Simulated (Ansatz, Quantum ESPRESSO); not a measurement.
# Lattice dynamics of KTaO3 (Pm-3m) in two programs, part 4 of 5

How does KTaO3 (Pm-3m) vibrate, and is this structure a minimum?

Quantum ESPRESSO 7.5; DFT LDA, scalar-relativistic, plane waves, PseudoDojo norm-conserving pseudopotentials.

So far. Step 9 (Zone-centre analysis): The rule moves no optical mode by more than 0.1 cm⁻¹. Step 11 (Modes along a direction of q (1 0 0)): The field moves 3 modes; the highest of them now lies at 819 cm⁻¹, where the highest that moved away lay at 556.

### 13. Cross-check with Ansatz

A second program on the same cell, potentials, cutoff and meshes tests the implementation of the phonon response, not its convergence. Its field response is summed in its own way. Its k mesh is centred on Γ.

This step: DFT LDA, scalar-relativistic, plane waves, PseudoDojo norm-conserving pseudopotentials (Ansatz 0.2.0).

input.yaml

```yaml
crystal:
  lattice:
    - [3.9385677481, 0.0, 0.0]
    - [0.0, 3.9385677481, 0.0]
    - [0.0, 0.0, 3.9385677481]
  atoms:
    - { symbol: K, position: [0.5, 0.5, 0.5] }
    - { symbol: Ta, position: [0.0, 0.0, 0.0] }
    - { symbol: O, position: [0.5, 0.0, 0.0] }
    - { symbol: O, position: [0.0, 0.5, 0.0] }
    - { symbol: O, position: [0.0, 0.0, 0.5] }
kpoints:
  mp_grid: { grid: [6, 6, 6] }
hamiltonian:
  xc: lda
  pseudopotentials: { kind: nc, accuracy: standard }
scf:
  occupations: { method: fixed }
output:
  eigenvalues: true
basis:
  ecutwfc: 1142.878
phonons:
  method: dfpt
  dielectric: true
  rigid_motions: translations
  qmesh: [2, 2, 2]
  temperatures: { t_max: 1000, t_step: 50 }
  qpath:
    path:
      - [[0.0, 0.0, 0.0], [0.0, 0.5, 0.0], [0.5, 0.5, 0.0], [0.0, 0.0, 0.0], [0.5, 0.5, 0.5], [0.0, 0.5, 0.0]]
      - [[0.5, 0.5, 0.5], [0.5, 0.5, 0.0]]
    npoints: 12
```

Command:

```bash
ansatz run input.yaml --threads 8 --pin off --max-ram 16384MiB --backend cpu --events-out ev --progress --plain --runs-dir out
```

The log of the run:

```text
Warning: basis.ecutwfc = 1142.878 eV is below the records' recommended 1142.878222 eV, and the density's cutoff is lower with it unless basis.ecutrho_ratio is high enough to keep the records' density cutoff: compare with a run at a higher cutoff
Engine: ansatz 0.2.0, aarch64-unknown-linux-gnu
Pseudopotentials: kind: nc
Pseudopotential: K, nc, valence charge 9, recommended cutoff 979.609905 eV (normal), K.nc.azcp (PseudoDojo's, or run here from an input of PseudoDojo's; its table is named by hamiltonian.pseudopotentials.accuracy)
Pseudopotential: Ta, nc, valence charge 13, recommended cutoff 789.130201 eV (normal), Ta.nc.azcp (PseudoDojo's, or run here from an input of PseudoDojo's; its table is named by hamiltonian.pseudopotentials.accuracy)
Pseudopotential: O, nc, valence charge 6, recommended cutoff 1142.878222 eV (normal), O.nc.azcp (PseudoDojo's, or run here from an input of PseudoDojo's; its table is named by hamiltonian.pseudopotentials.accuracy)
Functional definition: SPW92
  exchange = slater_x
  correlation = pw_c
Crystal: 5 atoms, lattice volume = 61.096 Å³
Basis set: ecut = 1142.878 eV, 5377 PW (Γ), exchange–correlation on 90×90×90 points (8 copies of the dense FFT grid, shifted against one another)
Bands: 25, of which v1, the nominal top of the filled ones, is band 20 counted from 1 (19 counted from 0)
Symmetry: 48 space group operations
k-points: 80 of 216 (irreducible under 2 space group operations, time reversal used)
Non-local potential: K, projectors of the file, l = 0: 2, l = 1: 2, l = 2: 2
Non-local potential: Ta, projectors of the file, l = 0: 2, l = 1: 2, l = 2: 2, l = 3: 2
Non-local potential: O, projectors of the file, l = 0: 2, l = 1: 2, l = 2: 1
Initial density: superposition of atomic densities (chi_scale 0.1, normalization cell, long waves kept (reshape's long-wave potential 0.00 eV rms))
Initial wavefunctions: pseudopotential atomic-orbital guess
Functional: x = slater, c = lda
SCF iter   1: F=—  HF=-3943.469973 eV  |F-HF|=—  |Δ(HF+E_count)|=         —  Δρ=5.93e-2  dr2=2.00e0  ethr=3.10e-3  ⟨swp⟩=6.1  Hψ=9279  notcnv=0  defer=178
preconditioner: auto → Resta (q_TF=auto, 2.542 Å⁻¹)  ε∞=4.5  [insulator: Δε(μ)=2.745 eV  Ē_g=14.008 eV  n_scr=18 (ndim 8)  ℏωp=26.0 eV  f_vac=0.000  ε∞_Penn≈4.5]
SCF iter   2: F=—  HF=-3942.850945 eV  |F-HF|=—  |Δ(HF+E_count)|=   6.19e-1  Δρ=3.16e-2  dr2=5.08e-1  ethr=3.10e-3  ⟨swp⟩=2.9  Hψ=3966  notcnv=0  defer=197
SCF iter   3: F=—  HF=-3942.667099 eV  |F-HF|=—  |Δ(HF+E_count)|=   1.84e-1  Δρ=1.48e-2  dr2=1.16e-1  ethr=1.27e-3  ⟨swp⟩=2.7  Hψ=3547  notcnv=0  defer=224
SCF iter   4: F=—  HF=-3942.639466 eV  |F-HF|=—  |Δ(HF+E_count)|=   2.76e-2  Δρ=3.93e-3  dr2=6.40e-3  ethr=2.89e-4  ⟨swp⟩=3.1  Hψ=3522  notcnv=0  defer=228
SCF iter   5: F=—  HF=-3942.637901 eV  |F-HF|=—  |Δ(HF+E_count)|=   1.57e-3  Δρ=7.50e-4  dr2=2.30e-4  ethr=1.60e-5  ⟨swp⟩=2.5  Hψ=3865  notcnv=0  defer=228
SCF iter   6: F=—  HF=-3942.637854 eV  |F-HF|=—  |Δ(HF+E_count)|=   4.72e-5  Δρ=1.58e-4  dr2=1.07e-5  ethr=5.74e-7  ⟨swp⟩=2.1  Hψ=3322  notcnv=0  defer=222
SCF iter   7: F=—  HF=-3942.637860 eV  |F-HF|=—  |Δ(HF+E_count)|=   5.84e-6  Δρ=3.06e-5  dr2=2.63e-7  ethr=2.68e-8  ⟨swp⟩=2.2  Hψ=3587  notcnv=0  defer=221
SCF iter   8: F=—  HF=-3942.637799 eV  |F-HF|=—  |Δ(HF+E_count)|=   6.10e-5  Δρ=3.12e-6  dr2=3.65e-9  ethr=6.57e-10  ⟨swp⟩=2.0  Hψ=3545  notcnv=0  defer=208
SCF iter   9: F=—  HF=-3942.637799 eV  |F-HF|=—  |Δ(HF+E_count)|=  9.56e-10  Δρ=4.41e-7  dr2=1.07e-10  ethr=9.11e-12  ⟨swp⟩=3.2  Hψ=4090  notcnv=0  defer=208
SCF iter  10: F=-3942.637799 eV  HF=-3942.637799 eV  |F-HF|=2.73e-12  |Δ(HF+E_count)|=  1.73e-11  Δρ=6.00e-8  dr2=1.27e-12  ethr=1.00e-12  ⟨swp⟩=18.2  Hψ=17621  notcnv=0
SCF 1 converged in 10 iterations: F = -3942.637799 eV  dr2 = 1.27e-12
DFPT response loops at Γ: preconditioner auto → none (the input reference at scf.mixing.eps_inf says where Resta's filter doesn't serve); β = 0.50; Broyden in place of MSR1
── the response to a field inside a basis, on 8×8×8 k-points: an SCF that follows is theirs, and a resumed run solves both again ──
Bands: 21, of which v1, the nominal top of the filled ones, is band 20 counted from 1 (19 counted from 0)
k-points: 20 of 512
Initial density: handed on by an earlier stage of this run
Initial wavefunctions: pseudopotential atomic-orbital guess (no wavefunctions were taken with the density)
Eigensolver: Dense (20 Hₖ)
SCF iter   1: F=—  HF=-3942.628032 eV  |F-HF|=—  |Δ(HF+E_count)|=         —  Δρ=1.68e-4  dr2=3.39e-6  ethr=1.00e-1
preconditioner: auto → Resta (q_TF=auto, 2.542 Å⁻¹)  ε∞=5.8  [insulator: Δε(μ)=2.455 eV  Ē_g=12.316 eV  n_scr=18 (ndim 8)  ℏωp=26.9 eV  f_vac=0.007  ε∞_Penn≈5.8]
SCF iter   2: F=—  HF=-3942.628033 eV  |F-HF|=—  |Δ(HF+E_count)|=   7.70e-7  Δρ=8.56e-5  dr2=5.23e-7  ethr=8.47e-9
SCF iter   3: F=—  HF=-3942.628033 eV  |F-HF|=—  |Δ(HF+E_count)|=   3.83e-7  Δρ=3.01e-5  dr2=1.01e-7  ethr=1.31e-9
SCF iter   4: F=-3942.628033 eV  HF=-3942.628033 eV  |F-HF|=2.03e-10  |Δ(HF+E_count)|=   4.59e-8  Δρ=1.65e-6  dr2=4.88e-10  ethr=2.53e-10
SCF 1 converged in 4 iterations: F = -3942.628033 eV  dr2 = 4.88e-10
DFPT response loops at Γ: mixed as the last ones told, above
WARN: field response: ε∞ stands inside a basis, on 8×8×8 points; the force constants stand on the 6×6×6 k-mesh, whose period is 13.67 times the interband length at k = (0.0000, 0.0000, 0.0000), direct gap 2.789 eV, under 14: take them and everything formed from them as unconverged, and compare with a denser kpoints.mp_grid
NSCF: frozen V_eff on 20 k-points
NSCF: frozen V_eff on 128 k-points
DFPT response loops at q = (0, 0, -0.5) (fractional): preconditioner auto → Resta (q_TF=auto, 2.542 Å⁻¹)  ε∞=5.3 (no band partly filled); β = 1.00, the filter's whole step (`scf.mixing.beta` (0.50) is not read by the response loops at its default; to damp them type it under 1.00, their step now; it binds the ground state too); Broyden in place of MSR1
NSCF: frozen V_eff on 128 k-points
DFPT response loops at q = (0, -0.5, -0.5) (fractional): mixed as the last ones told, above
NSCF: frozen V_eff on 128 k-points
DFPT response loops at q = (-0.5, -0.5, -0.5) (fractional): mixed as the last ones told, above
SCF converged after 10 iterations
Free energy (F): -3942.637799 eV
Harris-Foulkes:  -3942.637799 eV  (|F-HF|=2.73e-12)
Internal energy: -3942.637799 eV  (E = F + TS)
E sigma→0 (E₀):  -3942.637799 eV
Fermi energy:    8.897859 eV
--- Per-component energies (eV) ---
  E_band       = -243.630520
  E_kinetic    = 1652.999796
  E_local      = -2604.759781  (includes V_loc(G=0)·N_el)
  E_nonlocal   = 19.443005
  E_hartree    = 755.140860
  E_xc         = -908.499301
  E_vxc        = -821.595287  (∫ρ·V_xc dr)
  E_ewald      = -2856.962378
  E_smearing   = -0.000000  (= −TS)
  E_closure    = 0.000000  (closes the sum)
  Σ components = -3942.637799   (vs F -3942.637799, Δ=0.00e0)
--- Band table (eV; the first three rows and the last of 80) ---
  k-point 0: bands = [... 16 lower, 7.7700, 8.2748, 8.2748, 8.2748, 11.0636, 11.0636, 11.0636, 15.6145, ... 1 higher]
  k-point 1: bands = [... 16 lower, 7.5624, 7.6306, 8.1561, 8.1561, 11.1076, 11.9157, 11.9157, 16.0915, ... 1 higher]
  k-point 2: bands = [... 16 lower, 6.8801, 7.3714, 8.0673, 8.0673, 11.1990, 13.3856, 13.3856, 16.1986, ... 1 higher]
  k-point 79: bands = [... 16 lower, 4.8700, 8.8979, 8.8979, 8.8979, 15.6856, 15.6856, 15.6856, 17.7656, ... 1 higher]
--- Phonons (Γ-DFPT): 4 representative perturbations + reference, on 80 of 216 k-points (Σ response iterations 13) ---
  k mesh reduced under 2 symmetry operations, with k and −k counted as one. Each operation leaves every solved perturbation unchanged. A smaller set is not considered because the run solves the response to a homogeneous field
  ASR residual: 9.651e-5 → 0.000e0 eV/Å²; symmetrization residual: 4.727e-6 eV/Å²
  ASR residual per site (eV/Å²): 2.24e-6 9.65e-5 3.24e-5 3.24e-5 3.24e-5
  Γ frequencies (cm⁻¹): 0.00 0.00 0.00 91.58 91.58 91.58 184.42 184.42 184.42 249.02 249.02 249.02 555.51 555.51 555.51
  ε∞ (high-frequency dielectric tensor):
        5.371411    -0.000000     0.000000
       -0.000000     5.371411     0.000000
        0.000000     0.000000     5.371411
  ε⁰ (static dielectric tensor: ions relaxed, cell fixed):
      201.669635    -0.000000    -0.000000
       -0.000000   201.669635     0.000000
       -0.000000     0.000000   201.669635
  ε⁰ − ε∞ (ionic part):
      196.298224    -0.000000    -0.000000
       -0.000000   196.298224     0.000000
       -0.000000     0.000000   196.298224
  softest optical mode at Γ: 91.58 cm⁻¹; the repairs (sum rule, projections) moved no ω² at Γ by more than (1.32 cm⁻¹)²
  Born effective charges Z* (e; rows j = field, columns β = displacement):
    site 0:
         1.15374    0.00000    0.00000
         0.00000    1.15374    0.00000
         0.00000   -0.00000    1.15374
    site 1:
         8.66029    0.00000    0.00000
         0.00000    8.66029    0.00000
         0.00000   -0.00000    8.66029
    site 2:
        -6.43870   -0.00000    0.00000
        -0.00000   -1.68766    0.00000
         0.00000    0.00000   -1.68766
    site 3:
        -1.68766   -0.00000    0.00000
         0.00000   -6.43870   -0.00000
         0.00000   -0.00000   -1.68766
    site 4:
        -1.68766    0.00000    0.00000
        -0.00000   -1.68766   -0.00000
         0.00000   -0.00000   -6.43870
  Z* charge neutrality: 1.874e-3 e pre-enforcement
  solved inside a basis spanned on kpoints, on 8×8×8 k-points, its susceptibility summed on 10×10×10: ε∞ is read to err by 1.6e-2, Z* by 4.0e-2 e (field_mesh: kpoints solves on kpoints); Z* is corrected for what the basis lacks
  optical modes at Γ without the LO–TO term, one row a degenerate level:
      ω (cm⁻¹)  modes    IR ((D/Å)²/amu)
         91.58      3           135.2103
        184.42      3            16.2385
        249.02      3             0.0000
        555.51      3            83.5822
  optical modes at Γ + LO–TO along q̂ = [1.0000, 0.0000, 0.0000]:
      ω (cm⁻¹)  modes    IR ((D/Å)²/amu)
         91.58      2            90.1402
        175.82      1             0.0363
        184.42      2            10.8257
        249.02      3             0.0000
        399.60      1             6.6351
        555.51      2            55.7215
        818.27      1            71.6723
  optical modes at Γ + LO–TO along q̂ = [0.0000, 1.0000, 0.0000]:
      ω (cm⁻¹)  modes    IR ((D/Å)²/amu)
         91.58      2            90.1402
        175.82      1             0.0363
        184.42      2            10.8257
        249.02      3             0.0000
        399.60      1             6.6351
        555.51      2            55.7215
        818.27      1            71.6723
  optical modes at Γ + LO–TO along q̂ = [0.0000, 0.0000, 1.0000]:
      ω (cm⁻¹)  modes    IR ((D/Å)²/amu)
         91.58      2            90.1402
        175.82      1             0.0363
        184.42      2            10.8257
        249.02      3             0.0000
        399.60      1             6.6351
        555.51      2            55.7215
        818.27      1            71.6723
--- Phonons (arbitrary-q DFPT): 4 irreducible q on the 2×2×2 mesh ---
  q = [0.0000, 0.0000, 0.0000] (star 1, of the zone-centre solve; hermiticity 6.48e-7, symmetrization 3.50e-7): -0.00 -0.00 0.00 91.58 91.58 91.58 184.42 184.42 184.42 249.02 249.02 249.02 555.51 555.51 555.51
  q = [0.0000, 0.0000, -0.5000] (star 3, 9 solved perturbations in 504 linear systems a pass and spin channel, the states on 64 of 216 k-point pairs; hermiticity 1.82e-7, symmetrization 5.67e-14): 64.55 64.55 165.90 165.90 185.36 185.36 193.86 214.78 276.22 329.82 329.82 419.31 531.09 531.09 870.41
  q = [0.0000, -0.5000, -0.5000] (star 3, 9 solved perturbations in 504 linear systems a pass and spin channel, the states on 64 of 216 k-point pairs; hermiticity 2.55e-7, symmetrization 2.84e-14): 64.97 147.81 155.19 155.19 165.80 240.51 240.51 329.94 329.94 349.31 349.31 445.44 498.94 614.00 917.91
  q = [-0.5000, -0.5000, -0.5000] (star 1, 4 solved perturbations in 184 linear systems a pass and spin channel, the states on 64 of 216 k-point pairs; hermiticity 8.09e-8, symmetrization 7.41e-14): 137.76 137.76 137.76 181.04 181.04 181.04 265.92 265.92 265.92 427.77 427.77 427.77 579.65 579.65 950.75
  sum rule: each row above includes the acoustic sum rule's correction from the zone centre's row sums; it moved no ω² by more than (0.74 cm⁻¹)²
  mesh force constants: q→R imaginary residual 7.61e-18; ASR residual 9.651e-5 → 0.000e0 eV/Å²; symmetrization residual 3.908e-14 eV/Å²
  interpolated dispersion: 75 rows × 15 modes
  density of states and harmonic sums: on the 16×16×16 q-mesh, interpolated from the force constants of a 2×2×2 supercell (with the dipole–dipole term)
  largest difference from the sums on the solved wave vectors: F 1.74e-2 eV, S 3.20e-5 and C_V 3.13e-5 eV/K
  zero-point energy: 0.296533 eV/cell   skipped modes (ω ≤ 0): 3   left out of the sums: 4.88e-5 of the cell's modes: C_V's classical limit lies that fraction below 3 k_B per atom; for a crystal, a wire or a layer, F and S can be off by more, and a phonons.interpolated_qmesh denser along its periods is the remedy for the sampling
```

The job ended after 4 min (8 threads of Arm Neoverse N1, shared host; peak memory 2.3 GiB; 31 min of CPU time).

Read from the output:

| Property | Result |
| --- | --- |
| sum-rule residual before enforcement | 9.65e-5 eV/Å² |
| miss of the charge sum rule | 0.001874 e |
| estimated error of the dielectric tensor | 0.01586 |
| estimated error of the Born charges | 0.03983 e |
| mean frequency | 318.9 cm⁻¹ |
| Debye temperature (second moment) | 705 K |
| logarithmic mean frequency | 264.7 cm⁻¹ |
| lowest optical zone-centre mode | 91.58 cm⁻¹ |
| mean high-frequency dielectric constant | 5.371 |
| largest Born charge in size (third of the trace) | 8.660 e |
| mean static dielectric constant | 201.7 |
| highest mode moved by the LO-TO term | 818.3 cm⁻¹ |
| lowest mode on the q mesh (acoustic ones at the zone centre apart) | 64.55 cm⁻¹ |
| zero-point energy per atom | 59.31 meV |

Transverse modes. Lines of the infrared spectrum (strongest = 100):

| position (cm⁻¹) | label | IR intensity ((D/Å)²/amu), degenerate modes summed, relative |
| --- | --- | --- |
| 92 | T1u | 100 |
| 184 | T1u | 12 |
| 249 | T2u | 0.0 |
| 556 | T1u | 62 |

The log warns that the force constants on this k mesh are to be taken as unconverged.

### 14. Side by side: QE PseudoDojo and Ansatz, PseudoDojo

Worked out from the results:

| Item | Value |
| --- | --- |
| root-mean-square difference | 0.08 cm⁻¹ |
| largest difference | 0.17 cm⁻¹ |
| root-mean-square difference on the path | 0.1 cm⁻¹ |
| largest difference on the path | 0.9 cm⁻¹ |

The 12 of 57 modes that differ most. Frequencies side by side:

| q (reciprocal lattice) | mode | QE PseudoDojo (cm⁻¹) | Ansatz, PseudoDojo (cm⁻¹) |
| --- | --- | --- | --- |
| 0 0 0 | 10 | 248.9 | 249 |
| 0 0 0 | 11 | 248.9 | 249 |
| 0 0 0 | 12 | 248.9 | 249 |
| 0 0 -0.5 | 5 | 185.2 | 185.4 |
| 0 0 -0.5 | 6 | 185.2 | 185.4 |
| 0 0 -0.5 | 9 | 276.1 | 276.2 |
| 0 -0.5 -0.5 | 2 | 147.7 | 147.8 |
| 0 -0.5 -0.5 | 8 | 329.8 | 329.9 |
| 0 -0.5 -0.5 | 9 | 329.8 | 329.9 |
| -0.5 -0.5 -0.5 | 1 | 137.6 | 137.8 |
| -0.5 -0.5 -0.5 | 2 | 137.6 | 137.8 |
| -0.5 -0.5 -0.5 | 3 | 137.6 | 137.8 |

The two runs side by side. Further quantities:

| quantity | QE PseudoDojo | Ansatz, PseudoDojo |
| --- | --- | --- |
| mean ε∞ | 5.438 | 5.371 |
| largest Born charge in size (e; the first before, the second after the charge sum rule) | 8.72 | 8.66 |

The interpolated bands of the two lie on top of each other.

At the solved wavevectors the largest difference (acoustic modes at Γ apart) is 0.02 % of the highest mode.

(Continued in part 5 of 5.)

[Host names and launcher messages were left out of these logs when they were recorded.]

[Logs are printed without paths, hosts, clocks, repeated set-up lines and the standing remarks that a program may print on its own settings, such as how far it seeks lower states.]

[Hosts, paths, dates, database ids (printed as entryN), source tags and the programs' standing remarks are cut or masked in the printed files.]
